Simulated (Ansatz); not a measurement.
# K on Rh(111): change of the work function

Wanted: Δφ(θ) for K/Rh(111), starting from the fcc site.

Calculated with Ansatz 0.2.0; plane-wave DFT, PBE, Ansatz PAW.

### 1. The system as given

The cell holds 4 atoms: 4 Rh. Its edges and angles: a = 2.687 Å, b = 2.687 Å, c = 24.582 Å, α = 90.0°, β = 90.0°, γ = 60.0°. Vacuum lies along c.

### 2. The clean slab

The bare slab comes first, as the zero from which every change is counted. The two lowest layers are held at bulk places and the upper ones relax. The dipole correction removes the false field that a one-sided slab makes across the periodic vacuum, so each face gets a flat vacuum level of its own.

input.yaml

```yaml
crystal:
  lattice:
    - [2.6870057685, 0.0, 0.0]
    - [1.3435028843, 2.3270152556, 0.0]
    - [0.0, 0.0, 24.5817930688]
  atoms:
    - { symbol: Rh, position: [0.0, 0.0, 0.3661246344] }
    - { symbol: Rh, position: [0.3333333333, 0.3333333333, 0.4553748781] }
    - { symbol: Rh, position: [0.6666666667, 0.6666666667, 0.5446251219] }
    - { symbol: Rh, position: [0.0, 0.0, 0.6338753656] }
kpoints:
  mp_grid: { grid: [12, 12, 1] }
hamiltonian:
  xc: pbe
scf:
  occupations: { method: fermi_dirac, width: 0.1 }
  convergence: { dr2_threshold: 1.0e-08 }
efield:
  axis: 3
  dipole_correction: true
  ramp_position: 0.97
  ramp_width: 0.06
relax:
  f_tol: 0.02
  max_steps: 60
  constraints: [{ sites: [0, 1] }]
output:
  write_potential: true
  write_density: true
  volumetric_format: npy
```

On the command line:

```console
$ ansatz run input.yaml --threads 4 --pin off --max-ram 16384MiB --backend cpu --events-out ev --progress --plain --runs-dir out
```

The program printed:

```text
Engine: ansatz 0.2.0, aarch64-unknown-linux-gnu
Pseudopotentials: kind: paw
Pseudopotential: Rh, paw, valence charge 17, recommended cutoff 420 eV (normal), Rh.paw.azcp
Functional definition: PBE
  parameter kappa = 0.804
  parameter beta = 0.066725
  exchange = pbe_x(kappa = kappa, mu = beta*pi^2/3)
  correlation = pbe_c(beta = beta)
Crystal: 4 atoms, lattice volume = 153.703 Å³
Basis set: ecut = 420 eV, 3065 PW (Γ), exchange–correlation on 36×36×360 points (8 copies of the dense FFT grid, shifted against one another)
Bands: 41, of which v1, the nominal top of the filled ones, is band 34 counted from 1 (33 counted from 0)
Symmetry: 6 space group operations
k-points: 19 of 144 (time reversal used)
Non-local potential: Rh, projectors of the file, l = 0: 3, l = 1: 2, l = 2: 2, l = 3: 1
PAW form: soft (Blöchl's): semilocal exchange-correlation on the pseudo side does not see the compensation charge
PAW one-centre angular grid: Rh, 590 points (default); XC on 64 Gauss nodes
Initial density: superposition of atomic densities (neutral atoms: chi_scale 0, normalization atom), corrected by the library's trained network
Initial wavefunctions: pseudopotential atomic-orbital guess
Functional: x = pbe(κ = 0.804, μ = 0.219515), c = pbe(β = 0.066725)
SCF iter   1: F=—  HF=-25610.048058 eV  |F-HF|=—  |Δ(HF+E_count)|=         —  Δρ=3.00e-3  dr2=7.23e-3  ethr=1.77e-3  p=-0.000 e·Å  D=-1.92e-14 V/Å  ΔV_dip=0.00 eV  dr2_dipole=1.99e-7  V_vac-E_F(+/−)=4.98/4.98 eV  ⟨swp⟩=8.3  Hψ=3723  notcnv=0  defer=3
efield: sawtooth ramp at fractional position 0.9700 (set: `efield.ramp_position`, or a place that a band, a saddle search or an elastic batch's reference lends), width 0.0600; the density the first Hamiltonian is built on has a dipole p = -0.000 e·Å; the dipole correction subtracts the counter field D = -1.92e-14 V/Å, which shifts the + side's vacuum level by +0.00 eV against the − side's; the planar-averaged density in the ramp window peaks in size at 3.7e-6 e/Å³
preconditioner: auto → LDOS  [metal: Δε(μ)=0.005 eV  Ē_g=5.586 eV  σ=0.100 eV  W_gap=0.01  n_scr=18 (ndim 8)  ℏωp=18.0 eV  f_vac=0.588  D(μ)=6.30/eV (n_scr^D=38)  β→1.0]
SCF iter   2: F=—  HF=-25610.050255 eV  |F-HF|=—  |Δ(HF+E_count)|=   2.20e-3  Δρ=1.42e-3  dr2=2.83e-3  ethr=1.06e-5  p=0.000 e·Å  D=2.16e-5 V/Å  ΔV_dip=-0.00 eV  dr2_dipole=2.84e-7  V_vac-E_F(+/−)=5.18/5.18 eV  ⟨swp⟩=3.2  Hψ=1977  notcnv=0  defer=5
SCF iter   3: F=—  HF=-25610.049790 eV  |F-HF|=—  |Δ(HF+E_count)|=   4.66e-4  Δρ=6.39e-4  dr2=1.01e-3  ethr=4.16e-6  p=0.000 e·Å  D=7.89e-6 V/Å  ΔV_dip=-0.00 eV  dr2_dipole=2.56e-8  V_vac-E_F(+/−)=5.16/5.16 eV  ⟨swp⟩=3.1  Hψ=1662  notcnv=0  defer=5
SCF iter   4: F=—  HF=-25610.049607 eV  |F-HF|=—  |Δ(HF+E_count)|=   1.82e-4  Δρ=2.42e-4  dr2=8.22e-5  ethr=1.49e-6  p=0.000 e·Å  D=4.71e-6 V/Å  ΔV_dip=-0.00 eV  dr2_dipole=6.13e-10  V_vac-E_F(+/−)=5.17/5.17 eV  ⟨swp⟩=2.0  Hψ=1119  notcnv=0  defer=5
SCF iter   5: F=—  HF=-25610.049591 eV  |F-HF|=—  |Δ(HF+E_count)|=   1.68e-5  Δρ=6.97e-5  dr2=8.06e-6  ethr=1.21e-7  p=0.000 e·Å  D=3.22e-6 V/Å  ΔV_dip=-0.00 eV  dr2_dipole=2.45e-10  V_vac-E_F(+/−)=5.17/5.17 eV  ⟨swp⟩=2.5  Hψ=1423  notcnv=0  defer=5
SCF iter   6: F=—  HF=-25610.049590 eV  |F-HF|=—  |Δ(HF+E_count)|=   6.64e-7  Δρ=1.34e-5  dr2=5.18e-7  ethr=1.18e-8  p=0.000 e·Å  D=1.21e-6 V/Å  ΔV_dip=-0.00 eV  dr2_dipole=9.29e-12  V_vac-E_F(+/−)=5.17/5.17 eV  ⟨swp⟩=2.1  Hψ=1270  notcnv=0  defer=5
SCF iter   7: F=—  HF=-25610.049590 eV  |F-HF|=—  |Δ(HF+E_count)|=   2.79e-7  Δρ=5.14e-6  dr2=1.23e-7  ethr=7.62e-10  p=0.000 e·Å  D=5.79e-7 V/Å  ΔV_dip=-0.00 eV  dr2_dipole=1.73e-12  V_vac-E_F(+/−)=5.17/5.17 eV  ⟨swp⟩=3.3  Hψ=1732  notcnv=0  defer=5
SCF iter   8: F=—  HF=-25610.049590 eV  |F-HF|=—  |Δ(HF+E_count)|=   5.12e-8  Δρ=1.84e-6  dr2=1.43e-8  ethr=1.82e-10  p=0.000 e·Å  D=2.16e-7 V/Å  ΔV_dip=-0.00 eV  dr2_dipole=2.19e-13  V_vac-E_F(+/−)=5.17/5.17 eV  ⟨swp⟩=2.2  Hψ=975  notcnv=0  defer=5
SCF iter   9: F=-25610.049590 eV  HF=-25610.049590 eV  |F-HF|=2.91e-9  |Δ(HF+E_count)|=   5.47e-9  Δρ=5.56e-7  dr2=7.73e-10  ethr=1.47e-11  p=0.000 e·Å  D=8.59e-8 V/Å  ΔV_dip=-0.00 eV  dr2_dipole=7.15e-13  V_vac-E_F(+/−)=5.17/5.17 eV  ⟨swp⟩=9.8  Hψ=5462  notcnv=0
SCF 1 converged in 9 iterations: F = -25610.049590 eV  dr2 = 7.73e-10
  greatest PAW one-centre occupation: 1.000 electrons in one spin orbital (limit 2), on the Rh atom at site 2 (counted from 0), in its partial waves of l = 0
relax step   1: F+E_penalty+E_count = -25610.04959025 eV  Δ(F+E_penalty+E_count) = +0.000e0 eV  max|allowed force component| = 3.499e-2 eV/Å  Δτ_max = 0.0000 Å  (9 SCF iters, accepted)
Initial density: handed on by an earlier stage of this run
Initial wavefunctions: those handed on with the density
iter 1 solved again at ethr=2.02e-5 eV; its pass at ethr=3.10e-3 eV (dr2=1.37e-2 eV) is discarded
SCF iter   1: F=—  HF=-25610.049956 eV  |F-HF|=—  |Δ(HF+E_count)|=         —  Δρ=1.41e-3  dr2=1.32e-2  ethr=2.02e-5  p=-0.000 e·Å  D=-1.72e-8 V/Å  ΔV_dip=0.00 eV  dr2_dipole=4.55e-3  V_vac-E_F(+/−)=5.17/5.17 eV  ⟨swp⟩=1.3  Hψ=2099  notcnv=0  defer=5
efield: sawtooth ramp at fractional position 0.9700 (set: `efield.ramp_position`, or a place that a band, a saddle search or an elastic batch's reference lends), width 0.0600; the density the first Hamiltonian is built on has a dipole p = -0.000 e·Å; the dipole correction subtracts the counter field D = -1.72e-8 V/Å, which shifts the + side's vacuum level by +0.00 eV against the − side's; the planar-averaged density in the ramp window peaks in size at 1.1e-6 e/Å³
preconditioner: auto → LDOS  [metal: Δε(μ)=0.011 eV  Ē_g=5.583 eV  σ=0.100 eV  W_gap=0.03  n_scr=18 (ndim 8)  ℏωp=18.0 eV  f_vac=0.589  D(μ)=6.28/eV (n_scr^D=38)  β→1.0]
SCF iter   2: F=—  HF=-25610.049812 eV  |F-HF|=—  |Δ(HF+E_count)|=   1.45e-4  Δρ=5.73e-4  dr2=4.48e-4  ethr=1.95e-5  p=-0.000 e·Å  D=-7.30e-5 V/Å  ΔV_dip=0.00 eV  dr2_dipole=6.02e-5  V_vac-E_F(+/−)=5.17/5.17 eV  ⟨swp⟩=1.3  Hψ=785  notcnv=0  defer=5
SCF iter   3: F=—  HF=-25610.049720 eV  |F-HF|=—  |Δ(HF+E_count)|=   9.20e-5  Δρ=3.44e-4  dr2=2.78e-4  ethr=6.58e-7  p=0.000 e·Å  D=3.36e-4 V/Å  ΔV_dip=-0.01 eV  dr2_dipole=5.68e-5  V_vac-E_F(+/−)=5.16/5.17 eV  ⟨swp⟩=3.8  Hψ=1937  notcnv=0  defer=5
SCF iter   4: F=—  HF=-25610.049680 eV  |F-HF|=—  |Δ(HF+E_count)|=   4.00e-5  Δρ=4.06e-5  dr2=4.97e-6  ethr=4.09e-7  p=0.000 e·Å  D=1.14e-4 V/Å  ΔV_dip=-0.00 eV  dr2_dipole=1.06e-8  V_vac-E_F(+/−)=5.17/5.17 eV  ⟨swp⟩=2.0  Hψ=1120  notcnv=0  defer=5
SCF iter   5: F=—  HF=-25610.049673 eV  |F-HF|=—  |Δ(HF+E_count)|=   6.23e-6  Δρ=1.60e-5  dr2=7.23e-7  ethr=7.30e-9  p=0.000 e·Å  D=1.16e-4 V/Å  ΔV_dip=-0.00 eV  dr2_dipole=1.40e-8  V_vac-E_F(+/−)=5.17/5.17 eV  ⟨swp⟩=3.6  Hψ=1778  notcnv=0  defer=5
SCF iter   6: F=—  HF=-25610.049674 eV  |F-HF|=—  |Δ(HF+E_count)|=   4.90e-7  Δρ=5.88e-6  dr2=1.11e-7  ethr=1.06e-9  p=0.000 e·Å  D=1.19e-4 V/Å  ΔV_dip=-0.00 eV  dr2_dipole=8.70e-9  V_vac-E_F(+/−)=5.17/5.17 eV  ⟨swp⟩=2.1  Hψ=1053  notcnv=0  defer=5
SCF iter   7: F=-25610.049674 eV  HF=-25610.049674 eV  |F-HF|=3.74e-8  |Δ(HF+E_count)|=   1.26e-7  Δρ=1.67e-6  dr2=5.94e-9  ethr=1.47e-11  p=0.000 e·Å  D=1.18e-4 V/Å  ΔV_dip=-0.00 eV  dr2_dipole=2.05e-11  V_vac-E_F(+/−)=5.17/5.17 eV  ⟨swp⟩=8.8  Hψ=6148  notcnv=0
SCF 2 converged in 7 iterations: F = -25610.049674 eV  dr2 = 5.94e-9
relax step   2: F+E_penalty+E_count = -25610.04967410 eV  Δ(F+E_penalty+E_count) = -8.384e-5 eV  max|allowed force component| = 2.244e-2 eV/Å  Δτ_max = 0.0127 Å  (7 SCF iters, accepted)
SCF iter   1: F=—  HF=-25610.049763 eV  |F-HF|=—  |Δ(HF+E_count)|=         —  Δρ=5.17e-4  dr2=1.81e-3  ethr=2.64e-5  p=0.000 e·Å  D=1.18e-4 V/Å  ΔV_dip=-0.00 eV  dr2_dipole=6.21e-4  V_vac-E_F(+/−)=5.17/5.17 eV  ⟨swp⟩=2.1  Hψ=1238  notcnv=0  defer=5
efield: sawtooth ramp at fractional position 0.9700 (set: `efield.ramp_position`, or a place that a band, a saddle search or an elastic batch's reference lends), width 0.0600; the density the first Hamiltonian is built on has a dipole p = 0.000 e·Å; the dipole correction subtracts the counter field D = 1.18e-4 V/Å, which shifts the + side's vacuum level by -0.00 eV against the − side's; the planar-averaged density in the ramp window peaks in size at 9.0e-7 e/Å³
preconditioner: auto → LDOS  [metal: Δε(μ)=0.011 eV  Ē_g=5.578 eV  σ=0.100 eV  W_gap=0.03  n_scr=18 (ndim 8)  ℏωp=18.0 eV  f_vac=0.589  D(μ)=6.28/eV (n_scr^D=38)  β→1.0]
SCF iter   2: F=—  HF=-25610.049743 eV  |F-HF|=—  |Δ(HF+E_count)|=   2.08e-5  Δρ=1.96e-4  dr2=5.12e-5  ethr=2.66e-6  p=0.000 e·Å  D=1.57e-4 V/Å  ΔV_dip=-0.00 eV  dr2_dipole=7.88e-6  V_vac-E_F(+/−)=5.17/5.17 eV  ⟨swp⟩=1.2  Hψ=936  notcnv=0  defer=5
SCF iter   3: F=—  HF=-25610.049729 eV  |F-HF|=—  |Δ(HF+E_count)|=   1.37e-5  Δρ=1.13e-4  dr2=3.33e-5  ethr=7.53e-8  p=0.000 e·Å  D=2.72e-6 V/Å  ΔV_dip=-0.00 eV  dr2_dipole=7.51e-6  V_vac-E_F(+/−)=5.17/5.17 eV  ⟨swp⟩=3.4  Hψ=1737  notcnv=0  defer=5
SCF iter   4: F=—  HF=-25610.049724 eV  |F-HF|=—  |Δ(HF+E_count)|=   4.52e-6  Δρ=1.39e-5  dr2=6.45e-7  ethr=4.89e-8  p=0.000 e·Å  D=7.60e-5 V/Å  ΔV_dip=-0.00 eV  dr2_dipole=1.24e-8  V_vac-E_F(+/−)=5.17/5.17 eV  ⟨swp⟩=2.0  Hψ=1111  notcnv=0  defer=5
SCF iter   5: F=—  HF=-25610.049722 eV  |F-HF|=—  |Δ(HF+E_count)|=   2.95e-6  Δρ=5.64e-6  dr2=9.33e-8  ethr=9.48e-10  p=0.000 e·Å  D=7.48e-5 V/Å  ΔV_dip=-0.00 eV  dr2_dipole=3.73e-9  V_vac-E_F(+/−)=5.17/5.17 eV  ⟨swp⟩=3.6  Hψ=1645  notcnv=0  defer=5
SCF iter   6: F=—  HF=-25610.049722 eV  |F-HF|=—  |Δ(HF+E_count)|=   1.30e-7  Δρ=1.95e-6  dr2=1.17e-8  ethr=1.37e-10  p=0.000 e·Å  D=7.30e-5 V/Å  ΔV_dip=-0.00 eV  dr2_dipole=7.61e-10  V_vac-E_F(+/−)=5.17/5.17 eV  ⟨swp⟩=2.2  Hψ=1093  notcnv=0  defer=5
SCF iter   7: F=-25610.049722 eV  HF=-25610.049722 eV  |F-HF|=9.63e-9  |Δ(HF+E_count)|=   1.96e-8  Δρ=6.17e-7  dr2=1.05e-9  ethr=1.47e-11  p=0.000 e·Å  D=7.30e-5 V/Å  ΔV_dip=-0.00 eV  dr2_dipole=6.42e-13  V_vac-E_F(+/−)=5.17/5.17 eV  ⟨swp⟩=9.8  Hψ=5444  notcnv=0
SCF 3 converged in 7 iterations: F = -25610.049722 eV  dr2 = 1.05e-9
relax step   3: F+E_penalty+E_count = -25610.04972167 eV  Δ(F+E_penalty+E_count) = -4.757e-5 eV  max|allowed force component| = 3.975e-4 eV/Å  Δτ_max = 0.0047 Å  (7 SCF iters, accepted)
NSCF: frozen V_eff on 19 k-points
the band table was solved once a step of the walk had ended and its energy, with any forces and stress, was formed, with the checks that follow a solve (3909 applications of the Hamiltonian). They found nothing against the state; the energy, forces and stress were not computed again (output.eigenvalues in the input reference)
WARN: The output density's exchange-correlation potential varies sharply where the density is thin. Do not read a vacuum level from v_tot or v_xc, or from such a field of the output density. On a cell that repeats whose density bears no net charge and no dipole along the vacuum's axis use v_es (v_loc + v_h of the components); under efield.dipole_correction with no amplitude use v_es + v_field, which holds any externa [...]
SCF converged after 7 iterations
Free energy (F): -25610.049722 eV
Harris-Foulkes:  -25610.049722 eV  (|F-HF|=9.63e-9)
Internal energy: -25609.837670 eV  (E = F + TS)
E sigma→0 (E₀):  -25609.943696 eV
Entropy (-TS):   -0.212052 eV (-53.013 meV/atom)
Fermi energy:    4.706112 eV
Dipole field:    D = 0.000072 V/Å  (p = 0.000061 e·Å, saw-weighted, corrected)
Work function:   Φ+ = 5.1674 eV   Φ− = 5.1692 eV
Levels:          The Fermi level and band energies are counted from a zero that moves with the ramp; work functions are not
--- Per-component energies (eV) ---
  E_band       = -1526.571688
  E_kinetic    = 2290.090185
  E_local      = -122491.003598  (includes V_loc(G=0)·N_el)
  E_nonlocal   = 1421.302643
  E_hartree    = 59724.727791
  E_xc         = -884.908045
  E_vxc        = -1110.509521  (∫ρ·V_xc dr)
  E_paw        = -14348.611587  (= ΣΔE_a)
  E_vpaw       = -1085.912723  (= ΣTr[D̂ρ^β])
  E_aug_tail   = 0.003404  (compensation charges beyond the density's cutoff)
  E_efield     = 0.000000  (sawtooth field / dipole correction)
  E_vefield    = 0.000014  (∫n·V_field dr)
  E_ewald      = 48678.561538
  E_smearing   = -0.212052  (= −TS)
  E_closure    = -0.000000  (closes the sum)
  Σ components = -25610.049722   (vs F -25610.049722, Δ=0.00e0)
--- Forces (eV/Å), atoms counted from 1 ---
  atom   1  Rh    -0.00000000     0.00000000     0.03097946
  atom   2  Rh    -0.00000000    -0.00000000    -0.03084720
  atom   3  Rh    -0.00000000     0.00000000    -0.00039750
  atom   4  Rh     0.00000000    -0.00000000     0.00027289
  max |Σ_I F_I| component: 7.64e-6 eV/Å
--- Band table (eV; the first three rows and the last of 19) ---
  k-point 0: bands = [... 30 lower, 2.7526, 3.6994, 3.6994, 3.9980, 3.9980, 4.7099, 4.7099, 4.8205, ... 3 higher]
  k-point 1: bands = [... 30 lower, 2.5536, 3.5756, 3.5774, 3.8488, 4.0260, 4.1381, 4.5315, 4.7073, ... 3 higher]
  k-point 2: bands = [... 30 lower, 2.9651, 3.0842, 3.3252, 3.5013, 3.8110, 4.0323, 4.6964, 5.0882, ... 3 higher]
  k-point 18: bands = [... 30 lower, 3.6443, 3.6486, 4.5244, 4.8653, 4.9521, 4.9529, 11.6585, 11.8523, ... 3 higher]
--- Relaxed structure (3 steps of the walk, 3 accepted, 0 SCFs on fresh bases) ---
  F+E_penalty+E_count = -25610.04972167 eV   max|allowed force component| = 3.975e-4 eV/Å
  atoms:
    - { symbol: Rh, position: [0.0, 0.0, 0.3661246344] }
    - { symbol: Rh, position: [0.333333, 0.333333, 0.455375] }
    - { symbol: Rh, position: [0.666667, 0.666667, 0.544472] }
    - { symbol: Rh, position: [0, 0, 0.633551] }
```

Elapsed: 8.9 s, on 4 threads of Arm Neoverse V1, shared host; peak memory 0.46 GiB.

Relaxation path:

```
step  energy less that of the first step (eV)  largest force component (eV/Å)
   1                                   0.0000                          0.0350
   2                                  -0.0001                          0.0224
   3                                  -0.0001                          0.0004
```

Forces are held to the 6 operations that the program found; a distortion that breaks them can't arise in this run.

Final coordinates:

```xyz
4
Lattice="2.6870 0.0000 0.0000 1.3435 2.3270 0.0000 0.0000 0.0000 24.5818" Properties=species:S:1:pos:R:3
Rh    0.0000    0.0000    9.0000
Rh    1.3435    0.7757   11.1939
Rh    2.6870    1.5513   13.3841
Rh    0.0000    0.0000   15.5738
```

Numbers from this step:

```yaml
energy_at_zero_smearing: -25609.9437 eV
work_function_upper_face: 5.167 eV
dipole_along_the_normal: 6.10e-5 e·Å
```

Running mean over 2.194 Å of the planar mean; the ramp of the sawtooth is left out. Table of electron's electrostatic potential energy less the Fermi level by z:

```
z (Å)  electron's electrostatic potential energy less the Fermi level (eV)
  3.5                                                                 5.17
  4.0                                                                 5.17
  4.5                                                                 5.17
  5.0                                                                 5.16
  5.5                                                                 5.15
  6.0                                                                 5.10
  6.5                                                                 4.90
  7.0                                                                 4.16
  7.5                                                                0.989
  8.0                                                                -5.57
  8.5                                                                -11.0
  9.0                                                                -12.7
  9.5                                                                -13.0
 10.0                                                                -13.1
 10.5                                                                -13.1
 11.0                                                                -13.2
 11.5                                                                -13.3
 12.0                                                                -13.3
 12.5                                                                -13.3
 13.0                                                                -13.3
 13.5                                                                -13.2
 14.0                                                                -13.2
 14.5                                                                -13.1
 15.0                                                                -13.0
 15.5                                                                -12.8
 16.0                                                                -11.5
 16.5                                                                -6.58
 17.0                                                                0.143
 17.5                                                                 3.93
 18.0                                                                 4.85
 18.5                                                                 5.08
 19.0                                                                 5.14
 19.5                                                                 5.16
 20.0                                                                 5.17
 20.5                                                                 5.17
 21.0                                                                 5.17
 21.5                                                                 5.17
```

The relaxation took 3 steps and lowered the energy by 1.3e-4 eV; the largest force on the free atoms ends at 4.0e-4 eV/Å.

The work function of the upper face is 5.17 eV.

(Part 1 of 3 ends here.)

[Long decimals in the printed logs are rounded to 6 places.]

[Logs are printed without paths, hosts, clocks, repeated set-up lines and the standing remarks that a program may print on its own settings, such as how far it seeks lower states.]

[Hosts, paths, dates, database ids (printed as entryN), source tags and the programs' standing remarks are cut or masked in the printed files.]

[Maps of the electrostatic potential energy from Ansatz leave out the sawtooth potential of an applied field or a dipole correction, so their vacuum need not be flat; planar profiles and work functions include it.]
